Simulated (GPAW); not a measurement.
**Work function of 1T-PtS2 monolayer at several levels**

Wanted: work functions and dipole of 1T-PtS2 monolayer, with the cost of each level. Where a layer proves gapped, the work function hangs on where the smearing puts the Fermi level, and the band edges take its place.

Method: GPAW, PAW setups; layer in a repeated cell with vacuum, relaxation of atoms and in-plane cell, in the first sound run; inputs show where later runs differ, in GPAW 26.7.0.

## Step 1: The starting structure

The cell holds 3 atoms: 2 S and 1 Pt. Cell: a = 3.570 Å, b = 3.570 Å, c = 20.014 Å, α = 90.0°, β = 90.0°, γ = 120.0°. Vacuum lies along c.

## Step 2: Relaxing the atoms

The atoms are relaxed first, since the surface dipole, and with it the work function, follows the positions of the outer layers.

Contents of run.py:

```python
import json
import numpy as np
from ase import Atoms
from ase.filters import FrechetCellFilter
from ase.optimize import BFGS
from gpaw import GPAW, PW

slab = Atoms(
    ['S', 'Pt', 'S'],
    positions=[
        [1.78500, 1.03057, 9.00000],
        [0.00000, 0.00000, 10.00704],
        [-0.00000, 2.06114, 11.01409]],
    cell=[[3.57, 0.0, 0.0], [-1.785, 3.09171, 0.0], [0.0, 0.0, 20.0141]],
    pbc=[True, True, True])

slab.calc = GPAW(mode=PW(600), xc='PBE', kpts={'size': (9, 9, 1), 'gamma': True},
                 occupations={'name': 'fermi-dirac', 'width': 0.05}, nbands='160%',
                 convergence={'density': 1e-05}, maxiter=200,
                 symmetry={'tolerance': 1e-3}, txt='slab.txt')
result = {}
# The in-plane cell is free; stress needs a cell that repeats along all three vectors
path = []
opt = BFGS(FrechetCellFilter(slab, mask=[1, 1, 0, 0, 0, 1]), maxstep=0.2)
opt.attach(lambda: path.append((slab.get_potential_energy(), slab.positions.tolist(), slab.get_forces().tolist())))
result['relaxed'] = bool(opt.run(fmax=0.02, steps=45))
result['path'] = path
result['cell'] = slab.cell.tolist()
print('in-plane lattice', slab.cell.cellpar().round(4)[[0, 1, 5]])
energy = slab.get_potential_energy()
fermi = slab.calc.get_fermi_level()
v = slab.calc.get_electrostatic_potential().mean((0, 1)) - fermi
n = slab.calc.get_pseudo_density().mean((0, 1))
L = slab.cell[2, 2]
z = np.arange(len(v)) * L / len(v)
low, high = slab.positions[:, 2].min(), slab.positions[:, 2].max()
below, above = np.interp([low - 6.8, high + 6.8], z, v)
slopes = [np.interp(x, z, np.gradient(v, z)) for x in (low - 6.8, high + 6.8)]
eps = np.array([[slab.calc.get_eigenvalues(k, s) for k in range(len(slab.calc.get_ibz_k_points()))]
                for s in range(slab.calc.get_number_of_spins())]) - fermi
top, bottom = eps[eps < 0].max(), eps[eps > 0].min()
dipole = slab.get_dipole_moment()[2]
print(f'energy {energy:.4f} eV, Fermi level {fermi:.4f} eV, dipole {dipole:.5f} e A')
print(f'potential 6.8 A off the faces, from the Fermi level: lower {below:.4f} eV, upper {above:.4f} eV')
print(f'slope of the potential there: lower {slopes[0]:.5f}, upper {slopes[1]:.5f} eV/A')
print(f'nearest levels on the mesh: {top:.4f} and {bottom:.4f} eV')
print('magnetic moment', round(slab.get_magnetic_moment(), 3))
result.update(energy=energy, fermi=fermi, dipole=dipole, below=below, above=above, slopes=slopes, edges=[top, bottom],
              z=z.tolist(), v=v.tolist(), n=n.tolist(), positions=slab.positions.tolist(),
              forces=slab.get_forces(apply_constraint=False).tolist(), moments=slab.get_magnetic_moments().tolist())
json.dump(result, open('result.json', 'w'))
```

Started as:

```console
OMP_NUM_THREADS=1 OPENBLAS_NUM_THREADS=1 python run.py
```

The program printed:

```text
Step          Energy          fmax
BFGS:    0      -15.001198        3.175607
BFGS:    1      -15.377681        2.040537
BFGS:    2      -15.613838        0.659943
BFGS:    3      -15.634685        0.443726
BFGS:    4      -15.651065        0.557930
BFGS:    5      -15.673799        0.541525
BFGS:    6      -15.691675        0.329049
BFGS:    7      -15.698610        0.095869
BFGS:    8      -15.699329        0.012160
in-plane lattice [  3.5733   3.5733 120.    ]
energy -15.6993 eV, Fermi level -2.2903 eV, dipole -0.00012 e A
potential 6.8 A off the faces, from the Fermi level: lower 5.4812 eV, upper 5.4817 eV
slope of the potential there: lower -0.00010, upper -0.00012 eV/A
nearest levels on the mesh: -0.9196 and 0.8671 eV
magnetic moment 0.0
```

Wall time 5.5 min (1 thread of Arm Neoverse V2, shared host); peak memory 0.33 GiB.

Numbers from this step:

- dipole along the normal: -1.22e-4 e·Å
- levels nearest the Fermi level on the mesh: -0.9196, 0.8671 eV from the Fermi level

The electrostatic potential energy of an electron (without an applied field's), less the Fermi level, planar mean by z:

| z (Å) | electrostatic potential energy of an electron (without an applied field's), less the Fermi level, planar mean (eV) |
| --- | --- |
| 0 | 5.48 |
| 1 | 5.48 |
| 2 | 5.48 |
| 3 | 5.48 |
| 4 | 5.48 |
| 5 | 5.48 |
| 6 | 5.47 |
| 7 | 5.31 |
| 8 | 1.75 |
| 9 | -12.5 |
| 10 | -16.3 |
| 11 | -12.2 |
| 12 | 1.59 |
| 13 | 5.30 |
| 14 | 5.47 |
| 15 | 5.48 |
| 16 | 5.48 |
| 17 | 5.48 |
| 18 | 5.48 |
| 19 | 5.48 |

The pseudo valence density, planar mean by z:

| z (Å) | pseudo valence density, planar mean (e/Å³) |
| --- | --- |
| 5 | 2.3e-5 |
| 6 | 4.3e-4 |
| 7 | 0.00893 |
| 8 | 0.175 |
| 9 | 0.463 |
| 10 | 1.52 |
| 11 | 0.469 |
| 12 | 0.181 |
| 13 | 0.00938 |
| 14 | 4.5e-4 |
| 15 | 2.4e-5 |

The relaxation lowered the energy of the cell by 0.698 eV (energies extrapolated to zero smearing; the optimiser's log prints free energies). The largest force left on a free atom is 0.012 eV/Å.

## Step 3: The slab's potential

With the geometry fixed, the planar mean of the potential gives the vacuum level on each side.

This step: GPAW, PAW setups; slab in vacuum (GPAW 26.7.0).

The cell differs from the one that the last finished run ended in (c 20.014 → 20.466 Å).

Changes to run.py since step 2:

```diff
@@ -3,4 +3,2 @@
 from ase import Atoms
-from ase.filters import FrechetCellFilter
-from ase.optimize import BFGS
 from gpaw import GPAW, PW
@@ -10,21 +8,14 @@
     positions=[
-        [1.78500, 1.03057, 9.00000],
-        [0.00000, 0.00000, 10.00704],
-        [-0.00000, 2.06114, 11.01409]],
-    cell=[[3.57, 0.0, 0.0], [-1.785, 3.09171, 0.0], [0.0, 0.0, 20.0141]],
-    pbc=[True, True, True])
+        [1.78665, 1.03152, 9.00000],
+        [-0.00000, 0.00000, 10.23304],
+        [-0.00000, 2.06305, 11.46608]],
+    cell=[[3.5733, 0.0, 0.0], [-1.78665, 3.09457, 0.0], [0.0, 0.0, 20.4661]],
+    pbc=[True, True, False])
 
-slab.calc = GPAW(mode=PW(600), xc='PBE', kpts={'size': (9, 9, 1), 'gamma': True},
+slab.calc = GPAW(mode=PW(400), xc='PBE', kpts={'size': (9, 9, 1), 'gamma': True},
                  occupations={'name': 'fermi-dirac', 'width': 0.05}, nbands='160%',
                  convergence={'density': 1e-05}, maxiter=200,
+                 poissonsolver={'dipolelayer': 'xy'},
                  symmetry={'tolerance': 1e-3}, txt='slab.txt')
 result = {}
-# The in-plane cell is free; stress needs a cell that repeats along all three vectors
-path = []
-opt = BFGS(FrechetCellFilter(slab, mask=[1, 1, 0, 0, 0, 1]), maxstep=0.2)
-opt.attach(lambda: path.append((slab.get_potential_energy(), slab.positions.tolist(), slab.get_forces().tolist())))
-result['relaxed'] = bool(opt.run(fmax=0.02, steps=45))
-result['path'] = path
-result['cell'] = slab.cell.tolist()
-print('in-plane lattice', slab.cell.cellpar().round(4)[[0, 1, 5]])
 energy = slab.get_potential_energy()
```

The program printed:

```text
energy -15.6420 eV, Fermi level -2.3611 eV, dipole -0.00020 e A
potential 6.8 A off the faces, from the Fermi level: lower 5.4807 eV, upper 5.4839 eV
slope of the potential there: lower -0.00002, upper 0.00002 eV/A
nearest levels on the mesh: -0.9205 and 0.8674 eV
magnetic moment 0.0
```

It took 25 s on 1 thread; peak memory 0.2 GiB.

Numbers from this step:

```yaml
dipole_along_the_normal: -1.99e-4 e·Å
levels_nearest_the_fermi_level_on_the_mesh: -0.9205, 0.8674 eV from the Fermi level
upper_work_function: 5.484 eV
lower_work_function: 5.481 eV
upper_ionisation_energy: 6.404 eV
```

Electrostatic potential energy of an electron (without an applied field's), less the Fermi level, planar mean against z:

z (Å), electrostatic potential energy of an electron (without an applied field's), less the Fermi level, planar mean (eV) and a bar from the least value:
```
      0.0        5.5 ##############################
      0.5        5.5 ##############################
      1.0        5.5 ##############################
      1.5        5.5 ##############################
      2.0        5.5 ##############################
      2.5        5.5 ##############################
      3.0        5.5 ##############################
      3.5        5.5 ##############################
      4.0        5.5 ##############################
      4.5        5.5 ##############################
      5.0        5.5 ##############################
      5.5        5.5 ##############################
      6.0        5.5 ##############################
      6.5        5.5 ##############################
      7.0        5.4 ##############################
      7.5        5.1 #############################
      8.0        3.6 ###########################
      8.5       -2.8 ##################
      9.0      -14.8 
      9.5       -8.7 #########
     10.0      -14.2 #
     10.5      -13.6 ##
     11.0       -8.9 #########
     11.5      -14.7 
     12.0       -2.1 ###################
     12.5        3.8 ###########################
     13.0        5.1 #############################
     13.5        5.4 ##############################
     14.0        5.5 ##############################
     14.5        5.5 ##############################
     15.0        5.5 ##############################
     15.5        5.5 ##############################
     16.0        5.5 ##############################
     16.5        5.5 ##############################
     17.0        5.5 ##############################
     17.5        5.5 ##############################
     18.0        5.5 ##############################
     18.5        5.5 ##############################
     19.0        5.5 ##############################
     19.5        5.5 ##############################
     20.0        5.5 ##############################
```

The pseudo valence density, planar mean by z:

| z (Å) | pseudo valence density, planar mean (e/Å³) |
| --- | --- |
| 5 | 1.3e-5 |
| 6 | 2.3e-4 |
| 7 | 0.00454 |
| 8 | 0.100 |
| 9 | 0.359 |
| 10 | 1.24 |
| 11 | 0.563 |
| 12 | 0.278 |
| 13 | 0.0190 |
| 14 | 9.2e-4 |
| 15 | 4.8e-5 |

The layer is gapped, so the Fermi level lies somewhere inside the gap, set by smearing and numerics, and these work functions are no property of the material; the band edges below the vacuum level are. The potential is flat to 2.4e-5 eV/Å where it is read, so the vacuum is wide enough.

## Step 4: Self-consistent run: xc = "vdW-DF2"

The same geometry under vdW-DF2, to see how far the functional moves the levels against the vacuum (the van der Waals functionals take revPBE setups).

Changes to run.py since step 3:

```diff
@@ -14,3 +14,3 @@
 
-slab.calc = GPAW(mode=PW(400), xc='PBE', kpts={'size': (9, 9, 1), 'gamma': True},
+slab.calc = GPAW(mode=PW(400), xc='vdW-DF2', kpts={'size': (9, 9, 1), 'gamma': True},
                  occupations={'name': 'fermi-dirac', 'width': 0.05}, nbands='160%',
```

The program printed:

```text
energy -227.9002 eV, Fermi level -2.6881 eV, dipole -0.00020 e A
potential 6.8 A off the faces, from the Fermi level: lower 5.9042 eV, upper 5.9074 eV
slope of the potential there: lower -0.00003, upper 0.00003 eV/A
nearest levels on the mesh: -0.9260 and 0.8745 eV
magnetic moment 0.0
```

The job ended after 33 s (1 thread; peak memory 0.35 GiB).

This step gave:

```yaml
levels_nearest_the_fermi_level_on_the_mesh: -0.9260, 0.8745 eV from the Fermi level
upper_work_function: 5.907 eV
lower_work_function: 5.904 eV
upper_ionisation_energy: 6.833 eV
```

The electrostatic potential energy of an electron (without an applied field's), less the Fermi level, planar mean by z:

z (Å), electrostatic potential energy of an electron (without an applied field's), less the Fermi level, planar mean (eV) and a bar from the least value:
```
      0.0        5.9 ##############################
      0.5        5.9 ##############################
      1.0        5.9 ##############################
      1.5        5.9 ##############################
      2.0        5.9 ##############################
      2.5        5.9 ##############################
      3.0        5.9 ##############################
      3.5        5.9 ##############################
      4.0        5.9 ##############################
      4.5        5.9 ##############################
      5.0        5.9 ##############################
      5.5        5.9 ##############################
      6.0        5.9 ##############################
      6.5        5.9 ##############################
      7.0        5.8 ##############################
      7.5        5.4 #############################
      8.0        3.9 ###########################
      8.5       -2.7 ##################
      9.0      -14.7 
      9.5       -8.7 #########
     10.0      -14.4 #
     10.5      -13.8 #
     11.0       -8.9 ########
     11.5      -14.6 
     12.0       -1.9 ###################
     12.5        4.1 ###########################
     13.0        5.5 #############################
     13.5        5.8 ##############################
     14.0        5.9 ##############################
     14.5        5.9 ##############################
     15.0        5.9 ##############################
     15.5        5.9 ##############################
     16.0        5.9 ##############################
     16.5        5.9 ##############################
     17.0        5.9 ##############################
     17.5        5.9 ##############################
     18.0        5.9 ##############################
     18.5        5.9 ##############################
     19.0        5.9 ##############################
     19.5        5.9 ##############################
     20.0        5.9 ##############################
```

Pseudo valence density, planar mean against z:

| z (Å) | pseudo valence density, planar mean (e/Å³) |
| --- | --- |
| 5 | 1.7e-5 |
| 6 | 2.8e-4 |
| 7 | 0.00517 |
| 8 | 0.100 |
| 9 | 0.359 |
| 10 | 1.24 |
| 11 | 0.564 |
| 12 | 0.278 |
| 13 | 0.0202 |
| 14 | 0.00112 |
| 15 | 6.2e-5 |

Force by atom:

| atom | x (eV/Å) | y (eV/Å) | z (eV/Å) | size |
| --- | --- | --- | --- | --- |
| S1 | 0.00 | 0.00 | -1.26 | 1.26 |
| Pt2 | 0.00 | 0.00 | 0.00 | 0.00 |
| S3 | 0.00 | 0.00 | 1.26 | 1.26 |

The highest filled level lies 0.926 eV under the Fermi level, so the ionisation energy from the upper face is 5.907 + 0.926 = 6.833 eV, against 6.404 eV in the base run.

## Step 5: Self-consistent run: xc = "RPBE"

The same geometry under RPBE, to see how far the functional moves the levels against the vacuum.

Changes to run.py since step 4:

```diff
@@ -14,3 +14,3 @@
 
-slab.calc = GPAW(mode=PW(400), xc='vdW-DF2', kpts={'size': (9, 9, 1), 'gamma': True},
+slab.calc = GPAW(mode=PW(400), xc='RPBE', kpts={'size': (9, 9, 1), 'gamma': True},
                  occupations={'name': 'fermi-dirac', 'width': 0.05}, nbands='160%',
```

The program printed:

```text
energy -14.4140 eV, Fermi level -2.2670 eV, dipole -0.00020 e A
potential 6.8 A off the faces, from the Fermi level: lower 5.3868 eV, upper 5.3900 eV
slope of the potential there: lower -0.00002, upper 0.00002 eV/A
nearest levels on the mesh: -0.9393 and 0.8851 eV
magnetic moment 0.0
```

Wall time 25 s (1 thread); peak memory 0.2 GiB.

Numbers from this step:

```
levels nearest the Fermi level on the mesh : -0.9393, 0.8851 eV from the Fermi level
upper work function                        : 5.390 eV
lower work function                        : 5.387 eV
upper ionisation energy                    : 6.329 eV
```

The highest filled level lies 0.939 eV under the Fermi level, so the ionisation energy from the upper face is 5.390 + 0.939 = 6.329 eV, against 6.404 eV in the base run.

## Step 6: OptPBE vdW: xc = "optPBE-vdW"

The same geometry under optPBE-vdW, to see how far the functional moves the levels against the vacuum (the van der Waals functionals take revPBE setups).

Changes to run.py since step 5:

```diff
@@ -14,3 +14,3 @@
 
-slab.calc = GPAW(mode=PW(400), xc='RPBE', kpts={'size': (9, 9, 1), 'gamma': True},
+slab.calc = GPAW(mode=PW(400), xc='optPBE-vdW', kpts={'size': (9, 9, 1), 'gamma': True},
                  occupations={'name': 'fermi-dirac', 'width': 0.05}, nbands='160%',
```

The program printed:

```text
energy -42.7581 eV, Fermi level -2.5715 eV, dipole -0.00020 e A
potential 6.8 A off the faces, from the Fermi level: lower 5.7375 eV, upper 5.7408 eV
slope of the potential there: lower -0.00003, upper 0.00003 eV/A
nearest levels on the mesh: -0.9165 and 0.8648 eV
magnetic moment 0.0
```

Run time: 33 s. Hardware: 1 thread; peak memory 0.36 GiB.

Numbers from this step:

```yaml
levels_nearest_the_fermi_level_on_the_mesh: -0.9165, 0.8648 eV from the Fermi level
upper_work_function: 5.741 eV
lower_work_function: 5.738 eV
upper_ionisation_energy: 6.657 eV
```

The highest filled level lies 0.916 eV under the Fermi level, so the ionisation energy from the upper face is 5.741 + 0.916 = 6.657 eV, against 6.404 eV in the base run.

## Step 7: Self-consistent run: xc = "LDA"

The same geometry under LDA, to see how far the functional moves the levels against the vacuum.

Changes to run.py since step 6:

```diff
@@ -14,3 +14,3 @@
 
-slab.calc = GPAW(mode=PW(400), xc='optPBE-vdW', kpts={'size': (9, 9, 1), 'gamma': True},
+slab.calc = GPAW(mode=PW(400), xc='LDA', kpts={'size': (9, 9, 1), 'gamma': True},
                  occupations={'name': 'fermi-dirac', 'width': 0.05}, nbands='160%',
```

The program printed:

```text
energy -18.2364 eV, Fermi level -2.6056 eV, dipole -0.00020 e A
potential 6.8 A off the faces, from the Fermi level: lower 5.7198 eV, upper 5.7230 eV
slope of the potential there: lower -0.00002, upper 0.00002 eV/A
nearest levels on the mesh: -0.8810 and 0.8254 eV
magnetic moment 0.0
```

Wall time 22 s (1 thread); peak memory 0.19 GiB.

This step gave:

- levels nearest the Fermi level on the mesh: -0.8810, 0.8254 eV from the Fermi level
- upper work function: 5.723 eV
- lower work function: 5.720 eV
- upper ionisation energy: 6.604 eV

The highest filled level lies 0.881 eV under the Fermi level, so the ionisation energy from the upper face is 5.723 + 0.881 = 6.604 eV, against 6.404 eV in the base run.

## Step 8: Self-consistent run: xc = "revPBE"

The same geometry under revPBE, to see how far the functional moves the levels against the vacuum.

Changes to run.py since step 7:

```diff
@@ -14,3 +14,3 @@
 
-slab.calc = GPAW(mode=PW(400), xc='LDA', kpts={'size': (9, 9, 1), 'gamma': True},
+slab.calc = GPAW(mode=PW(400), xc='revPBE', kpts={'size': (9, 9, 1), 'gamma': True},
                  occupations={'name': 'fermi-dirac', 'width': 0.05}, nbands='160%',
```

The program printed:

```text
energy -14.5940 eV, Fermi level -2.2667 eV, dipole -0.00020 e A
potential 6.8 A off the faces, from the Fermi level: lower 5.3792 eV, upper 5.3824 eV
slope of the potential there: lower -0.00002, upper 0.00002 eV/A
nearest levels on the mesh: -0.9352 and 0.8830 eV
magnetic moment 0.0
```

The job ended after 25 s (1 thread; peak memory 0.2 GiB).

Numbers from this step:

```
levels nearest the Fermi level on the mesh : -0.9352, 0.8830 eV from the Fermi level
upper work function                        : 5.382 eV
lower work function                        : 5.379 eV
upper ionisation energy                    : 6.318 eV
```

The highest filled level lies 0.935 eV under the Fermi level, so the ionisation energy from the upper face is 5.382 + 0.935 = 6.318 eV, against 6.404 eV in the base run.

[end of part 1 of 2]

[Logs are printed without paths, hosts, clocks, repeated set-up lines and the standing remarks that a program may print on its own settings, such as how far it seeks lower states.]

[Hosts, paths, dates, database ids (printed as entryN), source tags and the programs' standing remarks are cut or masked in the printed files.]
